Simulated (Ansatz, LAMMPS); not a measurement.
# Relaxing glassy 79SiO2-7BaO-7CaO-7Na2O (mol %) (166 atoms), part 2 of 3

Wanted: the relaxed structure of glassy 79SiO2-7BaO-7CaO-7Na2O (mol %) (166 atoms) and its electronic structure.

Ansatz 0.2.0; Kohn-Sham DFT, PBE, PAW (set soft_2), plane waves.

The cell: 46 Si, 4 Ba, 4 Ca, 8 Na and 104 O. The quench rate of 50 K/ps far exceeds what a furnace or splat quench reaches. The network of bonds at the start is that of the classical potential that made the cell. Sampling is at Γ alone, for a cell whose shortest periodic width is 13 Å. Spin–orbit coupling is left out.

So far. Step 3 (Single point at the start): The r.m.s. force component of 1.3 eV/Å and the pressure of 5.9 GPa set the starting point.

**4. Relaxation**

The atoms are relaxed in the fixed cell, aiming at the force tolerance of the input.

input.yaml reads:

```yaml
crystal:
  lattice:
    - [13.29459, 0.0, 0.0]
    - [0.0, 13.29459, 0.0]
    - [0.0, 0.0, 13.29459]
  atoms:
    [... the 166 atom lines of step 3 ...]
kpoints:
  mp_grid: { grid: [1, 1, 1] }
hamiltonian:
  xc: pbe
scf:
  occupations: { method: gaussian, width: 0.025 }
output:
  forces: true
relax:
  f_tol: 0.03
  max_steps: 121
```

The run is started by

```
ansatz run input.yaml --threads 4 --pin off --max-ram 8192MiB --backend cpu --events-out ev --progress --plain --runs-dir out
```

Numbers of over 12 decimals in the logs are rounded to 6 here.

What it wrote:

```text
[...]
Crystal: 166 atoms, lattice volume = 2349.767 Å³
Basis set: ecut = 420 eV, 45961 PW (Γ), exchange–correlation on 180×180×180 points (8 copies of the dense FFT grid, shifted against one another)
Bands: 646, of which v1, the nominal top of the filled ones, is band 480 counted from 1 (479 counted from 0)
Symmetry: 1 space group operations
[...]
k-points: 1
[...]
SCF iter   1: F=—  HF=-131391.515565 eV  |F-HF|=—  |Δ(HF+E_count)|=         —  Δρ=2.09e-3  dr2=1.81e-1  ethr=1.77e-3  ⟨swp⟩=6.0  Hψ=3072  notcnv=0  defer=153
[...]
SCF iter   6: F=-131391.501472 eV  HF=-131391.501464 eV  |F-HF|=7.79e-6  |Δ(HF+E_count)|=   1.09e-5  Δρ=2.68e-5  dr2=1.62e-5  ethr=2.34e-9  ⟨swp⟩=3.0  Hψ=2392  notcnv=0
SCF 1 converged in 6 iterations: F = -131391.501472 eV  dr2 = 1.62e-5
[...]
relax step   1: F+E_penalty+E_count = -131391.50147207 eV  Δ(F+E_penalty+E_count) = +0.000e0 eV  max|allowed force component| = 3.795e0 eV/Å  Δτ_max = 0.0000 Å  (6 SCF iters, dr2 threshold 2.25e-5 eV, accepted)
[...]
relax step   2: F+E_penalty+E_count = -131397.97801980 eV  Δ(F+E_penalty+E_count) = -6.477e0 eV  max|allowed force component| = 2.503e0 eV/Å  Δτ_max = 0.1966 Å  (6 SCF iters, dr2 threshold 1.00e-4 eV, accepted)
[...]
relax step   3: F+E_penalty+E_count = -131402.94545852 eV  Δ(F+E_penalty+E_count) = -4.967e0 eV  max|allowed force component| = 1.152e0 eV/Å  Δτ_max = 0.1959 Å  (7 SCF iters, dr2 threshold 1.00e-4 eV, accepted)
relax step   4: F+E_penalty+E_count = -131403.96487918 eV  Δ(F+E_penalty+E_count) = -1.019e0 eV  max|allowed force component| = 7.280e-1 eV/Å  Δτ_max = 0.1949 Å  (6 SCF iters, dr2 threshold 1.00e-4 eV, accepted)
relax step   5: F+E_penalty+E_count = -131404.87021209 eV  Δ(F+E_penalty+E_count) = -9.053e-1 eV  max|allowed force component| = 7.278e-1 eV/Å  Δτ_max = 0.1256 Å  (7 SCF iters, dr2 threshold 1.00e-4 eV, accepted)
relax step   6: F+E_penalty+E_count = -131405.34397343 eV  Δ(F+E_penalty+E_count) = -4.738e-1 eV  max|allowed force component| = 6.384e-1 eV/Å  Δτ_max = 0.2000 Å  (7 SCF iters, dr2 threshold 1.00e-4 eV, accepted)
relax step   7: F+E_penalty+E_count = -131405.66049628 eV  Δ(F+E_penalty+E_count) = -3.165e-1 eV  max|allowed force component| = 6.100e-1 eV/Å  Δτ_max = 0.1955 Å  (6 SCF iters, dr2 threshold 1.00e-4 eV, accepted)
relax step   8: F+E_penalty+E_count = -131405.92554039 eV  Δ(F+E_penalty+E_count) = -2.650e-1 eV  max|allowed force component| = 7.469e-1 eV/Å  Δτ_max = 0.1953 Å  (6 SCF iters, dr2 threshold 1.00e-4 eV, accepted)
relax step   9: F+E_penalty+E_count = -131406.17857542 eV  Δ(F+E_penalty+E_count) = -2.530e-1 eV  max|allowed force component| = 6.435e-1 eV/Å  Δτ_max = 0.1953 Å  (6 SCF iters, dr2 threshold 1.00e-4 eV, accepted)
relax step  10: F+E_penalty+E_count = -131406.28720320 eV  Δ(F+E_penalty+E_count) = -1.086e-1 eV  max|allowed force component| = 5.026e-1 eV/Å  Δτ_max = 0.0941 Å  (6 SCF iters, dr2 threshold 1.00e-4 eV, accepted)
relax step  11: F+E_penalty+E_count = -131406.38130675 eV  Δ(F+E_penalty+E_count) = -9.410e-2 eV  max|allowed force component| = 4.224e-1 eV/Å  Δτ_max = 0.2000 Å  (6 SCF iters, dr2 threshold 1.00e-4 eV, accepted)
relax step  12: F+E_penalty+E_count = -131406.45533161 eV  Δ(F+E_penalty+E_count) = -7.402e-2 eV  max|allowed force component| = 1.443e-1 eV/Å  Δτ_max = 0.1153 Å  (5 SCF iters, dr2 threshold 1.00e-4 eV, accepted)
relax step  13: F+E_penalty+E_count = -131406.48209399 eV  Δ(F+E_penalty+E_count) = -2.676e-2 eV  max|allowed force component| = 1.089e-1 eV/Å  Δτ_max = 0.0354 Å  (7 SCF iters, dr2 threshold 2.43e-6 eV, accepted)
relax step  14: F+E_penalty+E_count = -131406.50605137 eV  Δ(F+E_penalty+E_count) = -2.396e-2 eV  max|allowed force component| = 1.008e-1 eV/Å  Δτ_max = 0.0625 Å  (7 SCF iters, dr2 threshold 1.38e-6 eV, accepted)
relax step  15: F+E_penalty+E_count = -131406.52033651 eV  Δ(F+E_penalty+E_count) = -1.429e-2 eV  max|allowed force component| = 1.035e-1 eV/Å  Δτ_max = 0.0795 Å  (7 SCF iters, dr2 threshold 5.78e-6 eV, accepted)
relax step  16: F+E_penalty+E_count = -131406.53224941 eV  Δ(F+E_penalty+E_count) = -1.191e-2 eV  max|allowed force component| = 7.237e-2 eV/Å  Δτ_max = 0.0340 Å  (6 SCF iters, dr2 threshold 9.19e-6 eV, accepted)
relax step  17: F+E_penalty+E_count = -131406.54430723 eV  Δ(F+E_penalty+E_count) = -1.206e-2 eV  max|allowed force component| = 7.421e-2 eV/Å  Δτ_max = 0.0387 Å  (7 SCF iters, dr2 threshold 2.56e-6 eV, accepted)
relax step  18: F+E_penalty+E_count = -131406.55321242 eV  Δ(F+E_penalty+E_count) = -8.905e-3 eV  max|allowed force component| = 7.550e-2 eV/Å  Δτ_max = 0.0570 Å  (7 SCF iters, dr2 threshold 2.69e-6 eV, accepted)
relax step  19: F+E_penalty+E_count = -131406.56091596 eV  Δ(F+E_penalty+E_count) = -7.704e-3 eV  max|allowed force component| = 5.401e-2 eV/Å  Δτ_max = 0.0673 Å  (6 SCF iters, dr2 threshold 5.70e-6 eV, accepted)
relax step  20: F+E_penalty+E_count = -131406.56601239 eV  Δ(F+E_penalty+E_count) = -5.096e-3 eV  max|allowed force component| = 5.101e-2 eV/Å  Δτ_max = 0.0427 Å  (7 SCF iters, dr2 threshold 1.49e-6 eV, accepted)
relax step  21: F+E_penalty+E_count = -131406.57015676 eV  Δ(F+E_penalty+E_count) = -4.144e-3 eV  max|allowed force component| = 4.917e-2 eV/Å  Δτ_max = 0.0217 Å  (6 SCF iters, dr2 threshold 1.33e-6 eV, accepted)
relax step  22: F+E_penalty+E_count = -131406.57283829 eV  Δ(F+E_penalty+E_count) = -2.682e-3 eV  max|allowed force component| = 5.269e-2 eV/Å  Δτ_max = 0.0249 Å  (6 SCF iters, dr2 threshold 2.16e-6 eV, accepted)
relax step  23: F+E_penalty+E_count = -131406.57494051 eV  Δ(F+E_penalty+E_count) = -2.102e-3 eV  max|allowed force component| = 5.090e-2 eV/Å  Δτ_max = 0.0169 Å  (6 SCF iters, dr2 threshold 2.58e-6 eV, accepted)
relax step  24: F+E_penalty+E_count = -131406.55864541 eV  Δ(F+E_penalty+E_count) = +1.630e-2 eV  max|allowed force component| = 2.848e-1 eV/Å  Δτ_max = 0.0517 Å  (7 SCF iters, dr2 threshold 2.42e-6 eV, rejected (line search))
[...]
relax step  25: F+E_penalty+E_count = -131406.57764865 eV  Δ(F+E_penalty+E_count) = -2.708e-3 eV  max|allowed force component| = 2.547e-2 eV/Å  Δτ_max = 0.0133 Å  (9 SCF iters, accepted)
SCF converged after 9 iterations
Free energy (F): -131406.577649 eV
[...]
Internal energy: -131406.577649 eV  (E = F + TS)
E sigma→0 (E₀):  -131406.577649 eV
Fermi energy:    5.707877 eV
[...]
--- Forces (eV/Å), atoms counted from 1 ---
  atom   1  Si    -0.00644386     0.01216474     0.00821110
  atom   2  Si     0.00338430     0.00485268     0.00430354
  atom   3  Si     0.00019959     0.00195732     0.00412647
  atom   4  Si    -0.00457168     0.00690186    -0.00399742
  atom   5  Si    -0.00238686    -0.00577823    -0.00040591
  atom   6  Si    -0.01200933     0.00095642     0.00941979
  atom   7  Si    -0.00209184     0.00285567    -0.00026702
  atom   8  Si    -0.00181185    -0.01294193     0.00244384
  atom   9  Si    -0.00021010     0.00098702    -0.00219696
  atom  10  Si     0.00614678     0.01126647     0.01526933
  atom  11  Si    -0.00188015    -0.00884593    -0.00151655
  atom  12  Si    -0.00553200     0.01014836     0.00048774
  atom  13  Si     0.00479199    -0.00121517     0.00156814
  atom  14  Si    -0.01078658     0.00802332    -0.00450167
[...]
atom 165  O     -0.00267439     0.00318116    -0.00355891
  atom 166  O     -0.00355184    -0.01001735    -0.00098105
  max |Σ_I F_I| component: 1.04e-4 eV/Å
--- Relaxed structure (25 steps of the walk, 24 accepted, 0 SCFs on fresh bases) ---
  F+E_penalty+E_count = -131406.57764865 eV   max|allowed force component| = 2.547e-2 eV/Å
  atoms:
    - { symbol: Si, position: [0.415576, 0.442379, 0.567470] }
    - { symbol: Si, position: [0.412049, 0.647145, 0.017126] }
    - { symbol: Si, position: [0.179725, 0.697667, 0.643352] }
    - { symbol: Si, position: [0.390109, 0.335100, 0.075296] }
[...]
- { symbol: O, position: [0.520020, 0.926330, 0.120756] }
```

The job ended after 12 min (4 threads of Arm Neoverse V2, shared host; peak memory 3.8 GiB; 49 min of CPU time).

Relaxation path (22 of 25):

| step | energy less that of the first step (eV) | largest force component (eV/Å) |
| --- | --- | --- |
| 1 | 0.0000 | 3.7950 |
| 2 | -6.4765 | 2.5033 |
| 3 | -11.4440 | 1.1516 |
| 4 | -12.4634 | 0.7280 |
| 6 | -13.8425 | 0.6384 |
| 7 | -14.1590 | 0.6100 |
| 8 | -14.4241 | 0.7469 |
| 9 | -14.6771 | 0.6435 |
| 10 | -14.7857 | 0.5026 |
| 11 | -14.8798 | 0.4224 |
| 12 | -14.9539 | 0.1443 |
| 14 | -15.0046 | 0.1008 |
| 15 | -15.0189 | 0.1035 |
| 16 | -15.0308 | 0.0724 |
| 17 | -15.0428 | 0.0742 |
| 18 | -15.0517 | 0.0755 |
| 19 | -15.0594 | 0.0540 |
| 20 | -15.0645 | 0.0510 |
| 22 | -15.0714 | 0.0527 |
| 23 | -15.0735 | 0.0509 |
| 24 | -15.0572 | 0.2848 |
| 25 | -15.0762 | 0.0255 |

Relaxation step 24 was tried and not accepted.

The atoms that moved most (Å):

| atom | dx | dy | dz | length |
| --- | --- | --- | --- | --- |
| Na60 | -0.039 | -0.754 | 0.722 | 1.045 |
| O81 | -0.858 | 0.460 | -0.112 | 0.980 |
| O107 | -0.163 | 0.799 | -0.400 | 0.908 |
| Na56 | -0.241 | -0.773 | 0.248 | 0.847 |
| Si34 | -0.467 | 0.453 | -0.196 | 0.680 |
| O116 | 0.135 | 0.611 | 0.259 | 0.677 |
| O137 | -0.264 | 0.434 | -0.267 | 0.574 |
| O104 | -0.516 | -0.093 | -0.229 | 0.572 |

The relaxation changed the energy by -90.8 meV/atom, and atoms moved by 0.32 Å r.m.s., 1.0 Å at most.

**5. Distances and neighbours after relaxation**

Bonds before and after, by the cutoffs listed below:

| pair | bonds before | bonds after | mean before (Å) | mean after (Å) | spread before (Å) | spread after (Å) |
| --- | --- | --- | --- | --- | --- | --- |
| O-Si | 184 | 185 | 1.615 | 1.640 | 0.052 | 0.035 |
| O-Na | 37 | 39 | 2.474 | 2.452 | 0.199 | 0.169 |
| O-Ba | 29 | 22 | 2.940 | 2.778 | 0.168 | 0.179 |

Density 2.72 g/cm³, 14.16 Å³ an atom.

Pair distribution functions g(r), in bins of 0.2 Å:

| r (Å) | total | O-O | O-Si | O-Na | O-Ba | O-Ca | Si-Si |
| --- | --- | --- | --- | --- | --- | --- | --- |
| 1.50 | 0.49 | 0.00 | 1.42 | 0.00 | 0.00 | 0.00 | 0.00 |
| 1.70 | 4.16 | 0.00 | 12.01 | 0.00 | 0.00 | 0.00 | 0.00 |
| 1.90 | 0.02 | 0.00 | 0.06 | 0.00 | 0.00 | 0.00 | 0.00 |
| 2.10 | 0.06 | 0.00 | 0.00 | 0.47 | 0.00 | 0.97 | 0.00 |
| 2.30 | 0.30 | 0.00 | 0.00 | 3.18 | 0.00 | 3.42 | 0.00 |
| 2.50 | 0.83 | 1.38 | 0.00 | 2.50 | 1.42 | 2.91 | 0.00 |
| 2.70 | 2.17 | 5.08 | 0.00 | 1.11 | 2.74 | 0.90 | 0.00 |
| 2.90 | 0.54 | 0.69 | 0.05 | 0.53 | 1.37 | 0.53 | 1.25 |
| 3.10 | 0.99 | 0.72 | 0.30 | 0.93 | 0.96 | 0.24 | 5.39 |
| 3.30 | 0.76 | 0.63 | 0.66 | 0.74 | 0.80 | 0.84 | 0.84 |
| 3.50 | 0.80 | 0.53 | 1.01 | 1.10 | 1.10 | 0.54 | 0.00 |
| 3.70 | 0.94 | 0.53 | 1.48 | 0.57 | 1.16 | 0.51 | 0.19 |
| 3.90 | 1.06 | 0.94 | 1.44 | 0.96 | 0.74 | 1.05 | 0.23 |
| 4.10 | 1.17 | 0.73 | 1.98 | 0.87 | 0.94 | 0.66 | 0.42 |
| 4.30 | 1.23 | 0.85 | 1.64 | 1.39 | 0.98 | 1.10 | 1.19 |
| 4.50 | 0.87 | 0.85 | 0.77 | 0.67 | 1.00 | 0.90 | 1.39 |
| 4.70 | 1.04 | 1.12 | 0.76 | 1.73 | 1.02 | 1.92 | 1.16 |
| 4.90 | 1.15 | 1.55 | 0.73 | 1.36 | 0.94 | 1.60 | 1.07 |
| 5.10 | 1.15 | 1.53 | 0.79 | 1.21 | 1.11 | 1.04 | 1.19 |
| 5.30 | 1.02 | 1.29 | 0.75 | 0.64 | 1.29 | 0.80 | 1.46 |
| 5.50 | 0.85 | 0.79 | 0.87 | 0.85 | 0.82 | 0.60 | 1.26 |
| 5.70 | 0.86 | 0.70 | 1.02 | 0.52 | 1.03 | 0.56 | 1.18 |
| 5.90 | 0.96 | 0.85 | 1.09 | 0.85 | 1.24 | 0.90 | 0.89 |
| 6.10 | 0.98 | 0.89 | 1.13 | 0.79 | 0.96 | 1.03 | 0.59 |
| 6.30 | 1.00 | 0.87 | 1.19 | 0.96 | 0.80 | 1.18 | 0.65 |
| 6.50 | 1.04 | 0.93 | 1.22 | 1.15 | 0.69 | 0.84 | 0.77 |

Bonds by pair of elements; cutoffs follow the first minimum of g(r), held within bounds set by covalent radii, and pairs that aren't listed don't count as bonded:

| pair A-B | cutoff (Å) | bonds | mean length (Å) | spread (Å) | shortest (Å) | B about A | A about B |
| --- | --- | --- | --- | --- | --- | --- | --- |
| O-Si | 2.12 | 185 | 1.64 | 0.035 | 1.56 | 1.78 | 4.02 |
| O-Na | 2.88 | 39 | 2.45 | 0.169 | 2.18 | 0.375 | 4.88 |
| O-Ba | 3.29 | 22 | 2.78 | 0.179 | 2.45 | 0.212 | 5.5 |
| O-Ca | 2.83 | 21 | 2.42 | 0.178 | 2.15 | 0.202 | 5.25 |

The cutoff for O-Ca falls short of the minimum of g(r), so counts run low and odd coordinations can be artefacts.

How many atoms have how many bonded neighbours:

| element | mean | 2 | 3 | 4 | 5 | 6 |
| --- | --- | --- | --- | --- | --- | --- |
| Ba | 5.5 | 0 | 0 | 0 | 2 | 2 |
| Ca | 5.25 | 0 | 0 | 1 | 1 | 2 |
| Na | 4.88 | 0 | 0 | 2 | 5 | 1 |
| O | 2.57 | 55 | 39 | 10 | 0 | 0 |
| Si | 4.02 | 0 | 0 | 45 | 1 | 0 |

Bond angles, per cent of each kind in bins of 5°:

| angle (°) | O-Si-O | Si-O-Si | O-Na-O | Na-O-Si | O-Ba-O |
| --- | --- | --- | --- | --- | --- |
| 50–55 | 0.0 | 0.0 | 0.0 | 0.0 | 6.0 |
| 55–60 | 0.0 | 0.0 | 3.9 | 0.0 | 0.0 |
| 60–65 | 0.0 | 0.0 | 9.1 | 0.0 | 4.0 |
| 65–70 | 0.0 | 0.0 | 5.2 | 0.0 | 6.0 |
| 70–75 | 0.0 | 0.0 | 5.2 | 0.0 | 8.0 |
| 75–80 | 0.0 | 0.0 | 5.2 | 1.6 | 2.0 |
| 80–85 | 0.0 | 0.0 | 3.9 | 4.8 | 10.0 |
| 85–90 | 1.1 | 0.0 | 6.5 | 9.7 | 10.0 |
| 90–95 | 1.1 | 0.0 | 6.5 | 11.3 | 6.0 |
| 95–100 | 2.5 | 0.0 | 1.3 | 16.1 | 8.0 |
| 100–105 | 10.7 | 0.0 | 5.2 | 8.1 | 4.0 |
| 105–110 | 43.2 | 0.0 | 6.5 | 9.7 | 4.0 |
| 110–115 | 27.1 | 0.0 | 5.2 | 12.9 | 2.0 |
| 115–120 | 11.1 | 1.2 | 13.0 | 6.5 | 2.0 |
| 120–125 | 2.1 | 6.2 | 3.9 | 6.5 | 0.0 |
| 125–130 | 0.7 | 9.9 | 1.3 | 0.0 | 2.0 |
| 130–135 | 0.0 | 12.3 | 3.9 | 1.6 | 6.0 |
| 135–140 | 0.0 | 12.3 | 2.6 | 4.8 | 4.0 |
| 140–145 | 0.0 | 18.5 | 3.9 | 1.6 | 2.0 |
| 145–150 | 0.0 | 13.6 | 0.0 | 1.6 | 6.0 |
| 150–155 | 0.0 | 11.1 | 2.6 | 1.6 | 0.0 |
| 155–160 | 0.0 | 11.1 | 1.3 | 0.0 | 2.0 |
| 160–165 | 0.0 | 0.0 | 1.3 | 0.0 | 2.0 |
| 165–170 | 0.0 | 1.2 | 0.0 | 0.0 | 2.0 |
| 170–175 | 0.0 | 2.5 | 1.3 | 0.0 | 2.0 |
| 175–180 | 0.4 | 0.0 | 1.3 | 1.6 | 0.0 |

Bond angles (no mean is given where the spread exceeds 20°):

| angle | count | mean (°) | spread (°) |
| --- | --- | --- | --- |
| O-Si-O | 280 | 109 | 7.1 |
| Si-O-Si | 81 | 142 | 11.6 |
| O-Na-O | 77 | - | - |
| Na-O-Si | 62 | 107 | 18.9 |
| O-Ba-O | 50 | - | - |

Oxygen atoms by the number of network formers (Si, P, Ge, B, Al, As, Ga) bound to them:

| network formers bound to O | O atoms | per cent |
| --- | --- | --- |
| 0 | 0 | 0 |
| 1 | 23 | 22.1 |
| 2 | 81 | 77.9 |

Network units: each former by its oxygen neighbours and how many of them bridge to another former:

| former | O neighbours | bridging O | atoms |
| --- | --- | --- | --- |
| Si | 4 | 2 | 1 |
| Si | 4 | 3 | 21 |
| Si | 4 | 4 | 23 |
| Si | 5 | 5 | 1 |

Bond length by coordination (bonds to H left out):

| element | coordination | atoms | mean bond length (Å) |
| --- | --- | --- | --- |
| Ba | 5 | 2 | 2.77 |
| Ba | 6 | 2 | 2.79 |
| Ca | 4 | 1 | 2.31 |
| Ca | 5 | 1 | 2.36 |
| Ca | 6 | 2 | 2.49 |
| Na | 4 | 2 | 2.41 |
| Na | 5 | 5 | 2.46 |
| Na | 6 | 1 | 2.48 |
| O | 2 | 55 | 1.66 |
| O | 3 | 39 | 2.04 |
| O | 4 | 10 | 2.25 |
| Si | 4 | 45 | 1.64 |
| Si | 5 | 1 | 1.73 |

Rings of the network by King's shortest-path rule, up to 12 atoms, one path for each pair of neighbours; H, halogens, alkali and alkaline-earth atoms are left out, and the last column divides by all other atoms, bonded or not:

| ring size (atoms) | rings | per network atom |
| --- | --- | --- |
| 8 | 7 | 0.047 |
| 10 | 13 | 0.087 |
| 12 | 9 | 0.06 |

First main peaks of g(r), for some of the pairs, lie near 2.7 Å (O-O), 1.6 Å (O-Si), 2.3 Å (O-Na), 2.8 Å (O-Ba), 2.3 Å (O-Ca) and 3.1 Å (Si-Si). The O-Si-O angle averages 109° with a spread of 7°. 78 % of the oxygens bridge two formers (Si) and 22 % are non-bridging. The commonest Si unit has 4 oxygens, 4 of them shared with other formers (23 of 46 atoms). Rings of 10 atoms are the most common (45 % of those counted); sizes run from 8 to 12, where the search stops.

(Continued in part 3 of 3.)

[Logs are printed without paths, hosts, clocks, repeated set-up lines and the standing remarks that a program may print on its own settings, such as how far it seeks lower states.]

[Hosts, paths, dates, database ids (printed as entryN), source tags and the programs' standing remarks are cut or masked in the printed files.]
